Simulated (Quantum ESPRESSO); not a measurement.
**Rb (Im-3m): from the cell to the phonon bands**

How does Rb (Im-3m) vibrate, and is this structure a minimum?

Program: Quantum ESPRESSO 7.5. Level of theory: DFT LDA, scalar-relativistic, plane waves, PseudoDojo norm-conserving pseudopotentials. Results are calculated unless marked as measured.

The database entry behind the starting cell lists a temperature near 78 K, so it need not match the best structure at ambient conditions.

**1. The structure**

The structure is cubic, space group Im-3m (No. 229). Conventional cell: a = 5.605 Å, b = 5.605 Å, c = 5.605 Å, α = 90.00°, β = 90.00°, γ = 90.00°. Nearest to Rb lie 8 Rb at 4.85 Å.

**2. A probe with smearing**

Before anything dear is run, a loose run with smearing shows whether this is a metal and how far the cell is from rest.

probe.in

```
&CONTROL
  calculation = 'scf'
  prefix      = 'x'
  outdir      = './tmp'
  pseudo_dir  = './pseudo'
  tprnfor     = .true.
  tstress     = .true.
  verbosity   = 'high'
/
&SYSTEM
  ibrav       = 3
  celldm(1)   = 10.59191493
  nat         = 1
  ntyp        = 1
  ecutwfc     = 46.0
  occupations = 'smearing'
  smearing    = 'gaussian'
  degauss     = 0.01
/
&ELECTRONS
  conv_thr         = 1.0d-07
  mixing_beta      = 0.7
  electron_maxstep = 100
/
ATOMIC_SPECIES
 Rb     85.4678  Rb.upf
ATOMIC_POSITIONS crystal
 Rb     0.000000000   0.000000000   0.000000000
K_POINTS automatic
 4 4 4 0 0 0
```

On the command line:

```
> OMP_NUM_THREADS=1 mpirun -n 4 pw.x -nk 4 -in probe.in > probe.out
```

What it wrote:

```text
[banners, grids, parts of the stress and lines that vanish by symmetry left out]
Program PWSCF v.7.5
     bravais-lattice index     =            3
     lattice parameter (alat)  =      10.5919  a.u.
[...]
kinetic-energy cutoff     =      46.0000  Ry
     charge density cutoff     =     184.0000  Ry
     scf convergence threshold =      1.0E-07
[...]
Exchange-correlation= SLA  PW   NOGX NOGC
                           (   1   4   0   0   0   0   0)
[...]
48 Sym. Ops., with inversion, found
[...]
(     0          1          0      )
                  (     0          0          1      )
[...]
(  0.0000000  1.0000000  0.0000000 )
                  (  0.0000000  0.0000000  1.0000000 )
[...]
(     1         -1          1      )
                  (     1          0          0      )
[...]
(  1.0000000  0.0000000  0.0000000 )
                  (  0.0000000 -1.0000000  0.0000000 )
[...]
(     1          0          0      )
                  (     0          0         -1      )
[...]
( -1.0000000  0.0000000  0.0000000 )
                  (  0.0000000  1.0000000  0.0000000 )
[...]
number of k points=     8  Gaussian smearing, width (Ry)=  0.0100
[...]
End of self-consistent calculation
[...]
the Fermi energy is     1.8872 ev
!    total energy              =     -54.21173793 Ry
[...]
convergence has been achieved in   4 iterations
[...]
atom    1 type  1   force =     0.00000000    0.00000000    0.00000000
[...]
Total force =     0.000000     Total SCF correction =     0.000000
[...]
total   stress  (Ry/bohr**3)                   (kbar)     P=       -2.77
[...]
XML data file, charge density, pseudopotentials, collected wavefunctions

   JOB DONE.
```

Wall time 1.5 s (4 MPI ranks of Arm Neoverse V1, shared host); 5.2 s of CPU time.

Numbers from this step:

```yaml
volume_per_atom: 88.04 Å³
pressure: -0.277 GPa
gap_on_the_k_mesh: 0 eV
```

No gap opens on this mesh, so smearing is kept; the start stands at -0.28 GPa.

**3. Relaxing the cell and atoms**

The relaxation runs at a cutoff a fifth above that of the response, since stress converges more slowly with the basis than frequencies do. Forces and stress are brought to rest with tight thresholds.

relax.in

```
&CONTROL
  calculation   = 'vc-relax'
  prefix        = 'x'
  outdir        = './tmp'
  pseudo_dir    = './pseudo'
  tprnfor       = .true.
  tstress       = .true.
  forc_conv_thr = 2.0d-05
  etot_conv_thr = 1.0d-07
  nstep         = 40
/
&SYSTEM
  ibrav       = 3
  celldm(1)   = 10.59191493
  nat         = 1
  ntyp        = 1
  ecutwfc     = 55
  occupations = 'smearing'
  smearing    = 'mv'
  degauss     = 0.02
/
&ELECTRONS
  conv_thr         = 1.0d-11
  mixing_beta      = 0.7
  electron_maxstep = 100
/
&IONS
/
&CELL
  press_conv_thr = 0.2
/
ATOMIC_SPECIES
 Rb     85.4678  Rb.upf
ATOMIC_POSITIONS crystal
 Rb     0.000000000   0.000000000   0.000000000
K_POINTS automatic
 10 10 10 0 0 0
```

On the command line:

```
> OMP_NUM_THREADS=1 mpirun -n 4 pw.x -nk 4 -in relax.in > relax.out
```

What it wrote:

```text
[banners, grids, parts of the stress and lines that vanish by symmetry left out]
[banner, memory and clock lines left out]
Program PWSCF v.7.5

[...]
kinetic-energy cutoff     =      55.0000  Ry
     charge density cutoff     =     220.0000  Ry
     scf convergence threshold =      1.0E-11
[...]
energy convergence thresh.=      1.0E-07
     force convergence thresh. =      2.0E-05
     press convergence thresh. =      2.0E-01
     Exchange-correlation= SLA  PW   NOGX NOGC
                           (   1   4   0   0   0   0   0)
[...]
48 Sym. Ops., with inversion, found
[...]
number of k points=    47  Marzari-Vanderbilt smearing, width (Ry)=  0.0200
[...]
End of self-consistent calculation
[...]
the Fermi energy is     1.9040 ev
!    total energy              =     -54.21528751 Ry
[...]
convergence has been achieved in   6 iterations
[...]
atom    1 type  1   force =     0.00000000    0.00000000    0.00000000
     Total force =     0.000000     Total SCF correction =     0.000000
[...]
total   stress  (Ry/bohr**3)                   (kbar)     P=       -3.58
[...]
number of bfgs steps    =   0
[...]
CELL_PARAMETERS (alat= 10.59191493)
[...]
ATOMIC_POSITIONS (crystal)
Rb               0.0000000000        0.0000000000        0.0000000000
[...]
New effective cutoffs (rho, wfc):  219.14   55.06
[...]
End of self-consistent calculation
[...]
the Fermi energy is     1.9118 ev
!    total energy              =     -54.21531368 Ry
[...]
convergence has been achieved in   3 iterations
[...]
atom    1 type  1   force =     0.00000000    0.00000000    0.00000000
     Total force =     0.000000     Total SCF correction =     0.000000
[...]
total   stress  (Ry/bohr**3)                   (kbar)     P=       -3.54
[...]
number of bfgs steps    =   1
[...]
WARNING: bfgs curvature condition failed, Theta= 0.810
[...]
CELL_PARAMETERS (alat= 10.59191493)
[...]
ATOMIC_POSITIONS (crystal)
Rb               0.0000000000        0.0000000000        0.0000000000
[...]
New effective cutoffs (rho, wfc):  219.54   55.16
[...]
End of self-consistent calculation
[...]
the Fermi energy is     1.9234 ev
!    total energy              =     -54.21535233 Ry
[...]
convergence has been achieved in   4 iterations
[...]
atom    1 type  1   force =     0.00000000    0.00000000    0.00000000
     Total force =     0.000000     Total SCF correction =     0.000000
[...]
total   stress  (Ry/bohr**3)                   (kbar)     P=       -3.48
[...]
number of bfgs steps    =   2
[...]
CELL_PARAMETERS (alat= 10.59191493)
[...]
ATOMIC_POSITIONS (crystal)
Rb               0.0000000000        0.0000000000        0.0000000000
[...]
New effective cutoffs (rho, wfc):  220.15   55.31
[...]
End of self-consistent calculation
[...]
the Fermi energy is     1.9410 ev
!    total energy              =     -54.21540894 Ry
[...]
convergence has been achieved in   5 iterations
[...]
atom    1 type  1   force =     0.00000000    0.00000000    0.00000000
     Total force =     0.000000     Total SCF correction =     0.000000
[...]
Total force =     0.000000     Total SCF correction =     0.000000
[...]
total   stress  (Ry/bohr**3)                   (kbar)     P=       -2.13
[...]
number of bfgs steps    =   7
[...]
c_bands:  1 eigenvalues not converged
[...]
the Fermi energy is     2.3113 ev
!    total energy              =     -54.21615802 Ry
[...]
convergence has been achieved in   6 iterations
[...]
atom    1 type  1   force =     0.00000000    0.00000000    0.00000000
     Total force =     0.000000     Total SCF correction =     0.000000
[...]
total   stress  (Ry/bohr**3)                   (kbar)     P=       -1.18
[...]
number of bfgs steps    =   8
[...]
the Fermi energy is     2.4961 ev
!    total energy              =     -54.21623435 Ry
[...]
convergence has been achieved in   6 iterations
[...]
atom    1 type  1   force =     0.00000000    0.00000000    0.00000000
     Total force =     0.000000     Total SCF correction =     0.000000
[...]
total   stress  (Ry/bohr**3)                   (kbar)     P=        0.13
[...]
number of bfgs steps    =   9
[...]
New effective cutoffs (rho, wfc):  238.07   59.81
[...]
the Fermi energy is     2.4781 ev
!    total energy              =     -54.21623514 Ry
[...]
convergence has been achieved in   5 iterations
[...]
atom    1 type  1   force =     0.00000000    0.00000000    0.00000000
     Total force =     0.000000     Total SCF correction =     0.000000
[...]
total   stress  (Ry/bohr**3)                   (kbar)     P=       -0.01
[...]
number of bfgs steps    =  10
[...]
CELL_PARAMETERS (alat= 10.59191493)
[...]
ATOMIC_POSITIONS (crystal)
Rb               0.0000000000        0.0000000000        0.0000000000
[...]
New effective cutoffs (rho, wfc):  238.09   59.82
[...]
End of self-consistent calculation
[...]
the Fermi energy is     2.4790 ev
!    total energy              =     -54.21623514 Ry
[...]
convergence has been achieved in   3 iterations
[...]
atom    1 type  1   force =     0.00000000    0.00000000    0.00000000
     Total force =     0.000000     Total SCF correction =     0.000000
[...]
total   stress  (Ry/bohr**3)                   (kbar)     P=        0.00
[...]
bfgs converged in  12 scf cycles and  11 bfgs steps
[...]
End of BFGS Geometry Optimization
     Final enthalpy           =     -54.2162351418 Ry
     File ./tmp/x.bfgs deleted, as requested
[...]
CELL_PARAMETERS (alat= 10.59191493)
[...]
ATOMIC_POSITIONS (crystal)
Rb               0.0000000000        0.0000000000        0.0000000000
[...]
Final scf calculation at the relaxed structure.
[...]
kinetic-energy cutoff     =      55.0000  Ry
     charge density cutoff     =     220.0000  Ry
     scf convergence threshold =      1.0E-13
[...]
press convergence thresh. =      2.0E-01
     Exchange-correlation= SLA  PW   NOGX NOGC
                           (   1   4   0   0   0   0   0)
[...]
48 Sym. Ops., with inversion, found
[...]
number of k points=    47  Marzari-Vanderbilt smearing, width (Ry)=  0.0200
[...]
c_bands:  1 eigenvalues not converged
     c_bands:  3 eigenvalues not converged
     c_bands:  3 eigenvalues not converged
[...]
c_bands:  2 eigenvalues not converged
     c_bands:  2 eigenvalues not converged
[...]
End of self-consistent calculation
[...]
the Fermi energy is     2.4790 ev
!    total energy              =     -54.21621757 Ry
[...]
convergence has been achieved in   8 iterations
[...]
atom    1 type  1   force =     0.00000000    0.00000000    0.00000000
     Total force =     0.000000     Total SCF correction =     0.000000
[...]
total   stress  (Ry/bohr**3)                   (kbar)     P=       -0.02
[...]
XML data file, charge density, pseudopotentials, collected wavefunctions
```

Elapsed: 65 s, on 4 MPI ranks; 4.3 min of CPU time.

Relaxation path:

```tsv
step	energy less that of the first step (eV)	largest force (eV/Å)	pressure (GPa)	volume (Å³)
1	0.0000	0.0000	-0.36	88.04
2	-0.0004	0.0000	-0.35	87.88
3	-0.0009	0.0000	-0.35	87.64
4	-0.0017	0.0000	-0.34	87.28
5	-0.0028	0.0000	-0.33	86.75
6	-0.0043	0.0000	-0.30	85.94
7	-0.0065	0.0000	-0.27	84.75
8	-0.0091	0.0000	-0.21	82.98
9	-0.0118	0.0000	-0.12	80.37
10	-0.0129	0.0000	0.01	77.33
11	-0.0129	0.0000	0.00	77.62
12	-0.0129	0.0000	0.00	77.60
13	-0.0127	0.0000	0.00	77.60
```

```tsv
conventional cell, symmetrised	before	after	change
a (Å)	5.605	5.374	-4.1 %
b (Å)	5.605	5.374	-4.1 %
c (Å)	5.605	5.374	-4.1 %
volume (Å³/atom)	88.04	77.60	-11.9 %
```

Final coordinates:

```
CELL_PARAMETERS angstrom
2.68703 2.68703 2.68703
-2.68703 2.68703 2.68703
-2.68703 -2.68703 2.68703
ATOMIC_POSITIONS crystal
Rb 0.00000 0.00000 0.00000
```

The last row of the table of steps is pw.x's closing run on a basis chosen anew for the final cell, so its energy can jump.

Read from the output:

* volume per atom: 77.60 Å³
* pressure: -0.002 GPa

The volume changes by -11.9 % from the cell with which this run began.

**4. Ground state**

Perturbation theory inherits every error of the wavefunctions, so the threshold is set near the limit of the arithmetic. Smearing stays on, as the first look found no gap above 0.3 eV.

scf.in

```
&CONTROL
  calculation = 'scf'
  prefix      = 'x'
  outdir      = './tmp'
  pseudo_dir  = './pseudo'
  tprnfor     = .true.
  tstress     = .true.
/
&SYSTEM
  ibrav       = 3
  celldm(1)   = 10.15548884
  nat         = 1
  ntyp        = 1
  ecutwfc     = 46.0
  occupations = 'smearing'
  smearing    = 'mv'
  degauss     = 0.02
/
&ELECTRONS
  conv_thr         = 1.0d-12
  mixing_beta      = 0.7
  electron_maxstep = 100
/
ATOMIC_SPECIES
 Rb     85.4678  Rb.upf
ATOMIC_POSITIONS crystal
 Rb     0.000000000   0.000000000   0.000000000
K_POINTS automatic
 12 12 12 0 0 0
```

On the command line:

```
> OMP_NUM_THREADS=1 mpirun -n 4 pw.x -nk 4 -in scf.in > scf.out
```

What it wrote:

```text
[banners, grids, parts of the stress and lines that vanish by symmetry left out]
[banner, memory and clock lines left out]
Program PWSCF v.7.5

[...]
kinetic-energy cutoff     =      46.0000  Ry
     charge density cutoff     =     184.0000  Ry
     scf convergence threshold =      1.0E-12
[...]
Exchange-correlation= SLA  PW   NOGX NOGC
                           (   1   4   0   0   0   0   0)
[...]
48 Sym. Ops., with inversion, found
[...]
number of k points=    72  Marzari-Vanderbilt smearing, width (Ry)=  0.0200
[...]
End of self-consistent calculation
[...]
the Fermi energy is     2.4748 ev
!    total energy              =     -54.21625156 Ry
[...]
convergence has been achieved in   8 iterations
[...]
atom    1 type  1   force =     0.00000000    0.00000000    0.00000000
     Total force =     0.000000     Total SCF correction =     0.000000
[...]
total   stress  (Ry/bohr**3)                   (kbar)     P=       -0.04
[...]
XML data file, charge density, pseudopotentials, collected wavefunctions
```

Run time: 7.9 s. Hardware: 4 MPI ranks; 31 s of CPU time.

This step gave:

```
pressure : -0.004 GPa
```

The cell stands at -0.004 GPa, close enough for phonons.

(Continued in part 2 of 3.)

[Host names and launcher messages were left out of these logs when they were recorded.]

[Logs are printed without paths, hosts, clocks, repeated set-up lines and the standing remarks that a program may print on its own settings, such as how far it seeks lower states.]

[Hosts, paths, dates, database ids (printed as entryN), source tags and the programs' standing remarks are cut or masked in the printed files.]
